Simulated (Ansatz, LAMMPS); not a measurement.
# Localised basis functions on liquid Zr at 2800 K (70 atoms)

Aim: test how closely localised support functions follow the reference on liquid Zr at 2800 K (70 atoms), and at what cost. A setting counts as converged where the r.m.s. difference of forces stays under 1 % of the r.m.s. force.

Calculated with Ansatz 0.2.0; Kohn-Sham DFT, PBE, PAW (set soft_2), plane waves.

## (1) Set-up

The cell holds 70 atoms: 70 Zr. Its edges and angles: a = 12.118 Å, b = 12.118 Å, c = 12.118 Å, α = 90.0°, β = 90.0°, γ = 90.0°. 70 atoms (70 Zr) placed at random at 5.88 g/cm³, melted at 2800 K for 10 ps at fixed volume with the EAM Zr potential (Mendelev and Ackland, Philos. Mag. Lett. 87, 349 (2007)). Snapshot at the end of a hold of 10 ps at 2800 K and zero pressure.

Limits known from the start: The network of bonds at the start is that of the classical potential that made the cell, and needn't be the one that DFT or experiment would give.

## (2) How the cell was made

A classical potential supplies the starting structure, since it reaches far longer times than DFT.

This step: classical MD, EAM Zr potential (Mendelev and Ackland, Philos. Mag. Lett. 87, 349 (2007)) (LAMMPS 22 Jul 2025 - Update 4).

Contents of in.lmp:

```
# melt-quench of Zr70
units metal
atom_style atomic
boundary p p p
region box block 0 12.1685 0 12.1685 0 12.1685
create_box 1 box
mass 1 91.2240   # Zr
create_atoms 1 random 70 806436 NULL overlap 2.13 maxtry 2000
pair_style eam/fs
pair_coeff * * Zr_mm.eam.fs Zr
neigh_modify delay 0 every 1 check yes
thermo_style custom step time temp pe press density
thermo_modify norm yes
timestep 0.002
thermo 100
min_style cg
minimize 1e-4 1e-4 200 2000
reset_timestep 0
velocity all create 2800 806437 mom yes dist gaussian
fix lim all nve/limit 0.05
fix lan all langevin 2800 2800 0.2 806438 zero yes
thermo 500
run 1000 post no
unfix lim
unfix lan
thermo 833
fix md all nvt temp 2800 2800 0.2
run 5000 post no
unfix md
compute msd all msd com yes
thermo 1250
fix md all npt temp 2800 2800 0.2 iso 0 0 2
run 5000 post no
print "== T2800: mean square displacement over the hold $(c_msd[4]:%.2f) A^2"
unfix md
uncompute msd
write_dump all custom T2800.dump id type xs ys zs modify sort id
```

Run with:

```bash
$ lmp -in in.lmp -log none -nocite
```

Log:

```text
LAMMPS (22 Jul 2025 - Update 4)
Created orthogonal box = (0 0 0) to (12.1685 12.1685 12.1685)
Created 70 atoms
   Step          Time           Temp          PotEng         Press         Density
         0   0              0             -4.8650556      239352.38      5.8849811
        66   0.132          0             -6.4363467     -82211.421      5.8849811
Loop time of 0.0104858 s on 1 MPI rank(s) for 66 steps with 70 atoms
Minimization stats:
  Stopping criterion = energy tolerance
  Energy initial, next-to-last, final =
     -4.86505562628268  -6.43584900220779  -6.43634672244604
  Force two-norm initial, final = 87.592735 0.437876
[... 13 lines left out ...]
      5831   11.662         2707.3918     -6.0726117     -7244.9876      5.8849811
[... 1 line left out ...]
Loop time of 0.518274 s on 1 MPI rank(s) for 5000 steps with 70 atoms
   Step          Time           Temp          PotEng         Press         Density
[... 2 lines left out ...]
      7500   15             2911.9566     -6.0384817     -59.572093      5.8413402
      8750   17.5           3061.5486     -6.0126614     -8219.4989      5.7855743
     10000   20             2383.7059     -6.0244606     -20227.863      5.7558982
     11000   22             2973.2993     -6.0216776      20476.623      5.9595369
Loop time of 0.551817 s on 1 MPI rank(s) for 5000 steps with 70 atoms
== T2800: mean square displacement over the hold 73.04 A^2
```

The job ended after 1.3 s (1 thread of Arm Neoverse V2, shared host; peak memory 0.071 GiB).

## (3) Plane-wave single point

This run is the reference for what follows, at a cutoff of 420 eV.

Contents of input.yaml:

```yaml
crystal:
  lattice:
    - [12.11754, 0.0, 0.0]
    - [0.0, 12.11754, 0.0]
    - [0.0, 0.0, 12.11754]
  atoms:
    - { symbol: Zr, position: [0.05815, 0.89175, 0.12753] }
    - { symbol: Zr, position: [0.06549, 0.10484, 0.19154] }
    - { symbol: Zr, position: [0.27669, 0.44398, 0.4404] }
    - { symbol: Zr, position: [0.91348, 0.75644, 0.99085] }
    - { symbol: Zr, position: [0.18914, 0.72498, 0.21162] }
    - { symbol: Zr, position: [0.20188, 0.03462, 0.04207] }
    - { symbol: Zr, position: [0.15771, 0.10792, 0.56518] }
    - { symbol: Zr, position: [0.61015, 0.77643, 0.34453] }
    - { symbol: Zr, position: [0.24281, 0.49038, 0.18796] }
    - { symbol: Zr, position: [0.03883, 0.38354, 0.50332] }
    - { symbol: Zr, position: [0.05349, 0.50078, 0.02852] }
    - { symbol: Zr, position: [0.96053, 0.92346, 0.5986] }
    - { symbol: Zr, position: [0.61695, 0.48045, 0.91057] }
    - { symbol: Zr, position: [0.27845, 0.99938, 0.25339] }
    - { symbol: Zr, position: [0.41972, 0.04898, 0.94225] }
    - { symbol: Zr, position: [0.82803, 0.25163, 0.0932] }
    - { symbol: Zr, position: [0.63332, 0.66103, 0.08298] }
    - { symbol: Zr, position: [0.97769, 0.5614, 0.35184] }
    - { symbol: Zr, position: [0.13437, 0.1514, 0.78292] }
    - { symbol: Zr, position: [0.25064, 0.30509, 0.9321] }
    - { symbol: Zr, position: [0.82888, 0.66478, 0.81034] }
    - { symbol: Zr, position: [0.42326, 0.45375, 0.76706] }
    - { symbol: Zr, position: [0.48036, 0.43825, 0.2469] }
    - { symbol: Zr, position: [0.67735, 0.58695, 0.29703] }
    - { symbol: Zr, position: [0.84891, 0.2994, 0.6052] }
    - { symbol: Zr, position: [0.39232, 0.68217, 0.33763] }
    - { symbol: Zr, position: [0.44103, 0.82454, 0.48654] }
    - { symbol: Zr, position: [0.58685, 0.39772, 0.4858] }
    - { symbol: Zr, position: [0.53071, 0.06813, 0.16033] }
    - { symbol: Zr, position: [0.81385, 0.33429, 0.30839] }
    - { symbol: Zr, position: [0.66591, 0.93308, 0.9999] }
    - { symbol: Zr, position: [0.06791, 0.89539, 0.80658] }
    - { symbol: Zr, position: [0.30027, 0.79, 0.01922] }
    - { symbol: Zr, position: [0.21403, 0.57279, 0.8607] }
    - { symbol: Zr, position: [0.58008, 0.21447, 0.36957] }
    - { symbol: Zr, position: [0.01254, 0.24821, 0.98137] }
    - { symbol: Zr, position: [0.571, 0.74362, 0.87241] }
    - { symbol: Zr, position: [0.65855, 0.13291, 0.95032] }
    - { symbol: Zr, position: [0.87099, 0.56779, 0.58561] }
    - { symbol: Zr, position: [0.14202, 0.40528, 0.69739] }
    - { symbol: Zr, position: [0.30334, 0.97567, 0.74977] }
    - { symbol: Zr, position: [0.65767, 0.41319, 0.69731] }
    - { symbol: Zr, position: [0.34888, 0.24494, 0.22488] }
    - { symbol: Zr, position: [0.62895, 0.93448, 0.54774] }
    - { symbol: Zr, position: [0.86465, 0.71975, 0.20821] }
    - { symbol: Zr, position: [0.55974, 0.95962, 0.77333] }
    - { symbol: Zr, position: [0.32046, 0.67498, 0.62596] }
    - { symbol: Zr, position: [0.95234, 0.13775, 0.43542] }
    - { symbol: Zr, position: [0.392, 0.54113, 0.02068] }
    - { symbol: Zr, position: [0.49649, 0.23166, 0.76854] }
    - { symbol: Zr, position: [0.91259, 0.47106, 0.78337] }
    - { symbol: Zr, position: [0.05201, 0.34289, 0.22603] }
    - { symbol: Zr, position: [0.76348, 0.29074, 0.81991] }
    - { symbol: Zr, position: [0.15013, 0.65754, 0.49793] }
    - { symbol: Zr, position: [0.80073, 0.9377, 0.75115] }
    - { symbol: Zr, position: [0.49952, 0.82628, 0.1322] }
    - { symbol: Zr, position: [0.33579, 0.28666, 0.57944] }
    - { symbol: Zr, position: [0.3176, 0.77092, 0.80385] }
    - { symbol: Zr, position: [0.80265, 0.53568, 0.03136] }
    - { symbol: Zr, position: [0.14856, 0.19882, 0.37078] }
    - { symbol: Zr, position: [0.20841, 0.88696, 0.49711] }
    - { symbol: Zr, position: [0.50606, 0.58767, 0.51415] }
    - { symbol: Zr, position: [0.63097, 0.68844, 0.66878] }
    - { symbol: Zr, position: [0.41099, 0.09344, 0.4455] }
    - { symbol: Zr, position: [0.55015, 0.2946, 0.07258] }
    - { symbol: Zr, position: [0.7975, 0.77657, 0.5184] }
    - { symbol: Zr, position: [0.67298, 0.16675, 0.60272] }
    - { symbol: Zr, position: [0.9965, 0.92642, 0.34893] }
    - { symbol: Zr, position: [0.92145, 0.05248, 0.87511] }
    - { symbol: Zr, position: [0.04596, 0.71258, 0.71118] }
kpoints:
  mp_grid: { grid: [2, 2, 2] }
hamiltonian:
  xc: pbe
scf:
  occupations: { method: fermi_dirac, width: 0.1 }
output:
  forces: true
  stress: true
  populations: true
  dos:
    method: { smearing: { sigma: 0.1 } }
    de: 0.1
    projected: { site_lists: { Zr: [Zr] } }
  eigenvalues: true
  write_density: true
  write_potential: true
  volumetric_format: npy
  elf: true
```

Run with:

```bash
$ ansatz run input.yaml --threads 4 --pin off --max-ram 8192MiB --backend cpu --events-out ev --progress --plain --runs-dir out
```

Log:

```text
Engine: ansatz 0.2.0, aarch64-unknown-linux-gnu
Pseudopotentials: kind: paw
Pseudopotential: Zr, paw, valence charge 12, recommended cutoff 420 eV (normal), Zr.paw.azcp
Functional definition: PBE
  parameter kappa = 0.804
  parameter beta = 0.066725
  exchange = pbe_x(kappa = kappa, mu = beta*pi^2/3)
  correlation = pbe_c(beta = beta)
Crystal: 70 atoms, lattice volume = 1779.276 Å³
Basis set: ecut = 420 eV, 34889 PW (Γ), exchange–correlation on 162×162×162 points (8 copies of the dense FFT grid, shifted against one another)
Bands: 504, of which v1, the nominal top of the filled ones, is band 420 counted from 1 (419 counted from 0)
Symmetry: 1 space group operations
Space group: P1 (ITA 1), of the structure as read, at distance tolerance 1.2e-4 Å
k-points: 8
Non-local potential: Zr, projectors of the file, l = 0: 3, l = 1: 2, l = 2: 2, l = 3: 2
PAW form: soft (Blöchl's): semilocal exchange-correlation on the pseudo side does not see the compensation charge
PAW one-centre angular grid: Zr, 590 points (default); XC on 64 Gauss nodes
Initial density: superposition of atomic densities (neutral atoms: chi_scale 0, normalization atom), corrected by the library's trained network
Initial wavefunctions: pseudopotential atomic-orbital guess
Functional: x = pbe(κ = 0.804, μ = 0.219515), c = pbe(β = 0.066725)
SCF iter   1: F=—  HF=-292822.108279 eV  |F-HF|=—  |Δ(HF+E_count)|=         —  Δρ=6.80e-3  dr2=5.98e0  ethr=1.77e-3  ⟨swp⟩=5.1  Hψ=16189  notcnv=0
preconditioner: auto → Kerker (q_TF=auto, 2.407 Å⁻¹)  [metal: Δε(μ)=0.001 eV  Ē_g=2.385 eV  σ=0.100 eV  W_gap=0.00  n_scr=436 (ndim 8)  ℏωp=14.7 eV  f_vac=0.008  D(μ)=99.94/eV (n_scr^D=948)]
SCF iter   2: F=—  HF=-292822.011768 eV  |F-HF|=—  |Δ(HF+E_count)|=   9.65e-2  Δρ=3.51e-3  dr2=1.23e0  ethr=7.12e-4  ⟨swp⟩=1.0  Hψ=4640  notcnv=0
SCF iter   3: F=—  HF=-292821.962570 eV  |F-HF|=—  |Δ(HF+E_count)|=   4.92e-2  Δρ=8.68e-4  dr2=4.11e-2  ethr=1.46e-4  ⟨swp⟩=1.0  Hψ=4032  notcnv=0
SCF iter   4: F=—  HF=-292821.959990 eV  |F-HF|=—  |Δ(HF+E_count)|=   2.58e-3  Δρ=2.97e-4  dr2=8.19e-3  ethr=4.90e-6  ⟨swp⟩=2.0  Hψ=4424  notcnv=0
SCF iter   5: F=—  HF=-292821.959103 eV  |F-HF|=—  |Δ(HF+E_count)|=   8.87e-4  Δρ=1.32e-4  dr2=2.04e-3  ethr=9.75e-7  ⟨swp⟩=2.0  Hψ=4490  notcnv=0
SCF iter   6: F=—  HF=-292821.959017 eV  |F-HF|=—  |Δ(HF+E_count)|=   8.51e-5  Δρ=6.97e-5  dr2=3.84e-4  ethr=2.43e-7  ⟨swp⟩=2.0  Hψ=5067  notcnv=0
SCF iter   7: F=—  HF=-292821.959065 eV  |F-HF|=—  |Δ(HF+E_count)|=   4.72e-5  Δρ=3.09e-5  dr2=4.84e-5  ethr=4.58e-8  ⟨swp⟩=2.0  Hψ=5187  notcnv=0
SCF iter   8: F=—  HF=-292821.964184 eV  |F-HF|=—  |Δ(HF+E_count)|=   5.12e-3  Δρ=1.16e-5  dr2=5.43e-6  ethr=5.76e-9  ⟨swp⟩=2.0  Hψ=5337  notcnv=0
SCF iter   9: F=—  HF=-292821.964188 eV  |F-HF|=—  |Δ(HF+E_count)|=   4.53e-6  Δρ=4.06e-6  dr2=7.01e-7  ethr=6.47e-10  ⟨swp⟩=2.0  Hψ=5488  notcnv=0
SCF iter  10: F=-292821.964189 eV  HF=-292821.964189 eV  |F-HF|=2.25e-8  |Δ(HF+E_count)|=   5.24e-7  Δρ=1.43e-6  dr2=8.21e-8  ethr=1.19e-11  ⟨swp⟩=13.1  Hψ=25741  notcnv=0
SCF 1 converged in 10 iterations: F = -292821.964189 eV  dr2 = 8.21e-8
  greatest PAW one-centre occupation: 0.997 electrons in one spin orbital (limit 2), on the Zr atom at site 59 (counted from 0), in its partial waves of l = 0
SCF converged after 10 iterations
Free energy (F): -292821.964189 eV
Harris-Foulkes:  -292821.964189 eV  (|F-HF|=2.25e-8)
Internal energy: -292818.674835 eV  (E = F + TS)
E sigma→0 (E₀):  -292820.319512 eV
Entropy (-TS):   -3.289354 eV (-46.991 meV/atom)
Fermi energy:    12.257249 eV
--- Per-component energies (eV) ---
  E_band       = -8067.567460
  E_kinetic    = 23349.825359
  E_local      = -54445.296781  (includes V_loc(G=0)·N_el)
  E_nonlocal   = 5718.388530
  E_hartree    = 18158.169850
  E_xc         = -11291.375374
  E_vxc        = -13335.315179  (∫ρ·V_xc dr)
  E_paw        = -206816.246388  (= ΣΔE_a)
  E_vpaw       = -5671.511657  (= ΣTr[D̂ρ^β])
  E_aug_tail   = 0.001763  (compensation charges beyond the density's cutoff)
  E_ewald      = -67492.141793
  E_smearing   = -3.289354  (= −TS)
  E_closure    = 0.000000  (closes the sum)
  Σ components = -292821.964189   (vs F -292821.964189, Δ=0.00e0)
--- Forces (eV/Å), atoms counted from 1 ---
  atom   1  Zr    -1.19908357    -1.15963736    -0.52182908
  atom   2  Zr    -1.84279089     1.17559275     0.00686500
  atom   3  Zr     0.21006031     0.98495159    -0.96016397
  atom   4  Zr     0.63749828     0.39087102    -0.56444749
  atom   5  Zr    -1.09895449    -0.17609041     1.13798304
  atom   6  Zr     0.98148474     1.03304879    -3.62075100
  atom   7  Zr     0.22228809    -0.30013462     0.60827042
  atom   8  Zr     1.62171790     2.21812733     0.15390953
  atom   9  Zr    -0.15498829    -0.37920447     0.82109083
  atom  10  Zr    -0.28077292    -0.16889680    -1.16180869
  atom  11  Zr    -0.64984606     0.57951629     0.21922299
  atom  12  Zr     1.43026977     1.26815033    -1.43836522
  atom  13  Zr    -0.13253596     0.08160678     0.09436160
  atom  14  Zr     0.87618044    -1.95023127     1.22971674
[...]
atom  69  Zr     0.02189644     1.54540928     1.85268253
  atom  70  Zr     0.84938145    -1.73774925    -0.65743348
  max |Σ_I F_I| component: 5.77e-5 eV/Å
--- Stress (GPa, compression-positive) ---
       -0.311641      -0.172533       0.043129
       -0.172533       1.808782       1.263456
        0.043129       1.263456       1.929895
  P = ⅓ Tr σ = 1.1423 GPa (11.423 kbar)
--- Band table (eV; the first three rows and the last of 8) ---
  k-point 0: bands = ["-36.8820", "-36.7731", "-36.7087", "-36.5518", [... 488 levels ...], "13.8408", "13.8768", "13.9093", "13.9261", "13.9432", "13.9675", "13.9962", "14.0160", "14.0405", "14.0654", "14.0796", "14.0999"]
[...]
--- Löwdin populations: 70 sites ---
  site symbol       q [e]
     0     Zr     12.0702
     1     Zr     12.0470
     2     Zr     11.8056
[...]
69     Zr     11.9117
  spilling = 0.004632 (of n_electrons = 840.000000)
```

Run time: 8.9 min. Hardware: 4 threads of Arm Neoverse V2, shared host; peak memory 6.9 GiB; 35 min of CPU time.

The program notes that it cut back its work space to fit the memory limit.

Numbers from this run:

- free energy: -292821.9642 eV
- free energy per atom: -4183.1709 eV/atom
- SCF cycles: 10
- pressure: 1.142 GPa
- r.m.s. force component: 1.086 eV/Å
- longest force: 3.891 eV/Å
- Fermi energy: 12.26 eV
- levels partly filled by over 2 per cent: 315
- spilling of the projection: 0.004632

The r.m.s. force component of 1.1 eV/Å sets the scale for the differences below.

## (4) Support functions medium

With localised support functions most steps grow linearly with size, though the diagonalisation grows faster unless the density matrix is cut; this run measures error and cost at this size. The level medium gives here a grid of 48×48×48 points and a radius of 4.37 Å.

This step: Kohn-Sham DFT, PBE, PAW (set soft_2), localised support functions (medium) (Ansatz 0.2.0).

input.yaml, the sections that differ from step 3:

```yaml
scf:
  occupations: { method: fermi_dirac, width: 0.1 }
  eigensolver: { kind: { support_functions: { accuracy: medium } } }
  max_iter: 150
output:
  forces: true
# crystal, kpoints, hamiltonian: as in step 3
```

Log:

```text
Warning: scf.eigensolver.kind.support_functions: disabling space-group detection — the functions' gradient is summed over unrotated k-points, so no spatial operation reduces the k-mesh or symmetrises the density; time reversal is kept, so that k and −k are solved as one point where they differ and the mesh holds both, and exact exchange and, on two spinor components, a DFT+U term hold to it where the run has them: [...]
settings of this run that can trade accuracy for cost: scf.eigensolver.kind.support_functions [...]
[...]
Crystal: 70 atoms, lattice volume = 1779.276 Å³
Basis set: ecut = 420 eV, 34889 PW (Γ), exchange–correlation on 162×162×162 points (8 copies of the dense FFT grid, shifted against one another)
Bands: 504, of which v1, the nominal top of the filled ones, is band 420 counted from 1 (419 counted from 0)
Symmetry: 1 space group operations
k-points: 8
[...]
Eigensolver: Support functions (medium, 48×48×48 points, laid for a spacing of at most 0.257060 Å, radius 4.369356 Å, 1 species' potentials softened for the grid, 0 wholly corrected for its errors in the mean over positions, 1 with the egg-box correction, energy correction by stochastic trace)
[...]
SCF iter   1: F=—  HF=-292821.305103 eV  |F-HF|=—  |Δ(HF+E_count)|=         —  Δρ=4.28e-2  dr2=2.37e2  ethr=1.00e-1
[...]
SCF iter  10: F=—  HF=-292821.983207 eV  |F-HF|=—  |Δ(HF+E_count)|=   3.29e-3  Δρ=1.27e-5  dr2=5.13e-6  ethr=6.23e-9  κ⁻¹=4.6e-7(r=7)
SCF iter  11: F=-292821.985840 eV  HF=-292821.985840 eV  |F-HF|=2.20e-7  |Δ(HF+E_count)|=   2.63e-3  Δρ=4.14e-6  dr2=6.16e-7  ethr=6.10e-10
SCF 1 converged in 11 iterations: F = -292822.024736 eV  dr2 = 6.16e-7
[...]
SCF converged after 11 iterations
Stability not checked: this state was not tested for a lower state beside it, because the mixer in use, unlike msr1, does not test its closes by its own steps (another_mixer; see scf.mixing.algorithm and scf.lower_state_search)
Free energy (F): -292822.024736 eV
[...]
Internal energy: -292818.738651 eV  (E = F + TS)
E sigma→0 (E₀):  -292820.381694 eV
Entropy (-TS):   -3.286085 eV (-46.944 meV/atom)
Fermi energy:    12.257743 eV
[...]
Σ components = -292822.024736   (vs F -292822.024736, Δ=0.00e0)
--- Forces (eV/Å), atoms counted from 1 ---
  atom   1  Zr    -1.19741114    -1.15925162    -0.52214054
  atom   2  Zr    -1.84402121     1.17491735     0.00817355
  atom   3  Zr     0.20941925     0.98652902    -0.95992870
  atom   4  Zr     0.63902429     0.38995720    -0.56447491
[...]
atom  70  Zr     0.85005736    -1.73870519    -0.65751983
  max |Σ_I F_I| component: 8.49e-3 eV/Å
--- Band table (eV; the first three rows and the last of 8) ---
[...]
guard bands above this table: 36 of the run's 504 bands (output.publish_guard_bands: true publishes all)
[...]
```

Elapsed: 2.7 min, on 4 threads; peak memory 3.8 GiB; 10 min of CPU time.

The program notes that the band table was not solved further than the SCF left it and it switched symmetry off.

Keys that differ from the reference: support_functions.accuracy = "medium" and scf.max_iter = 150.

Forces differ from the reference by 1.1 meV/Å r.m.s., 0.10 % of their size, well within a tolerance of 1 %; the energy by -0.86 meV/atom.

## (5) Support functions low

The level low is asked for. Here it resolves to the same grid and radius as in the run with support functions medium, so the basis is not new.

This step: Kohn-Sham DFT, PBE, PAW (set soft_2), localised support functions (low) (Ansatz 0.2.0).

input.yaml, the sections that differ from step 4:

```yaml
scf:
  occupations: { method: fermi_dirac, width: 0.1 }
  eigensolver: { kind: { support_functions: { accuracy: low } } }
  max_iter: 150
# crystal, kpoints, hamiltonian, output: as in step 4
```

Log:

```text
[...]
Crystal: 70 atoms, lattice volume = 1779.276 Å³
Basis set: ecut = 420 eV, 34889 PW (Γ), exchange–correlation on 162×162×162 points (8 copies of the dense FFT grid, shifted against one another)
Bands: 504, of which v1, the nominal top of the filled ones, is band 420 counted from 1 (419 counted from 0)
Symmetry: 1 space group operations
k-points: 8
[...]
Eigensolver: Support functions (low, 48×48×48 points, laid for a spacing of at most 0.257060 Å, radius 4.369356 Å, 1 species' potentials softened for the grid, 0 wholly corrected for its errors in the mean over positions, 1 with the egg-box correction, energy correction by stochastic trace)
[...]
SCF iter   1: F=—  HF=-292821.305103 eV  |F-HF|=—  |Δ(HF+E_count)|=         —  Δρ=4.28e-2  dr2=2.37e2  ethr=1.00e-1
[...]
SCF iter   9: F=—  HF=-292821.979917 eV  |F-HF|=—  |Δ(HF+E_count)|=   4.46e-3  Δρ=3.87e-5  dr2=5.23e-5  ethr=4.69e-8  κ⁻¹=6.0e-7(r=7)
SCF iter  10: F=-292821.983210 eV  HF=-292821.983207 eV  |F-HF|=2.76e-6  |Δ(HF+E_count)|=   3.29e-3  Δρ=1.27e-5  dr2=5.13e-6  ethr=6.23e-9
SCF 1 converged in 10 iterations: F = -292822.024702 eV  dr2 = 5.13e-6
[...]
SCF converged after 10 iterations
[...]
Free energy (F): -292822.024702 eV
[...]
Internal energy: -292818.738814 eV  (E = F + TS)
E sigma→0 (E₀):  -292820.381758 eV
Entropy (-TS):   -3.285888 eV (-46.941 meV/atom)
Fermi energy:    12.257796 eV
[...]
Σ components = -292822.024702   (vs F -292822.024702, Δ=0.00e0)
--- Forces (eV/Å), atoms counted from 1 ---
  atom   1  Zr    -1.19727343    -1.15922933    -0.52198498
  atom   2  Zr    -1.84374128     1.17488266     0.00829124
  atom   3  Zr     0.20923817     0.98650825    -0.95987318
  atom   4  Zr     0.63902488     0.38976844    -0.56423859
[...]
atom  70  Zr     0.84990346    -1.73861621    -0.65751906
  max |Σ_I F_I| component: 8.12e-3 eV/Å
--- Band table (eV; the first three rows and the last of 8) ---
[...]
```

It took 2.4 min on 4 threads; peak memory 3.8 GiB.

Keys that differ from the reference: support_functions.accuracy = "low" and scf.max_iter = 150.

Forces differ from the reference by 1.2 meV/Å r.m.s., 0.11 % of their size, well within a tolerance of 1 %; the energy by -0.86 meV/atom.

[end of part 1 of 2]

[Long decimals in the printed logs are rounded to 6 places.]

[Logs are printed without paths, hosts, clocks, repeated set-up lines and the standing remarks that a program may print on its own settings, such as how far it seeks lower states.]

[Hosts, paths, dates, database ids (printed as entryN), source tags and the programs' standing remarks are cut or masked in the printed files.]
